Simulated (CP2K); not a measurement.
The C K edge of vinylcyclopropane was computed by TDDFT (CP2K XAS_TDP, aug-cc-pVDZ, TDA) at these levels: PBE, PBEh(45%) and PBEh(45%) + GW2X. The first three lines of C1 (bonded to C and 2 H) with a strength over 0.0015, energy in eV and strength:

```
run           first          second           third
  1  268.32 (0.021)  268.64 (0.002)  269.13 (0.002)
  2  281.02 (0.049)  283.90 (0.005)  284.30 (0.013)
  3  287.12 (0.048)  290.00 (0.005)  290.40 (0.013)
```

**Question.** Which run is which?

Run 1: PBE (0 % exact exchange). Run 2: PBEh(45%) (45 % exact exchange). Run 3: PBEh(45%) + GW2X (45 % exact exchange). Self-interaction lifts the core level, so the uncorrected lines rise with the share of exact exchange. The GW2X run keeps the spacings of its parent: 2.88 eV between the first two lines in run 3, 2.88 eV in run 2. Its shift is +6.10 eV, since the Kohn–Sham level at this share of exchange lies that far above the quasiparticle level.

[Banner, clock and machine lines of the logs are left out without a mark of their own.]

[Logs are printed without paths, hosts, clocks, repeated set-up lines and the standing remarks that a program may print on its own settings, such as how far it seeks lower states.]

[Hosts, paths, dates, database ids (printed as entryN), source tags and the programs' standing remarks are cut or masked in the printed files.]
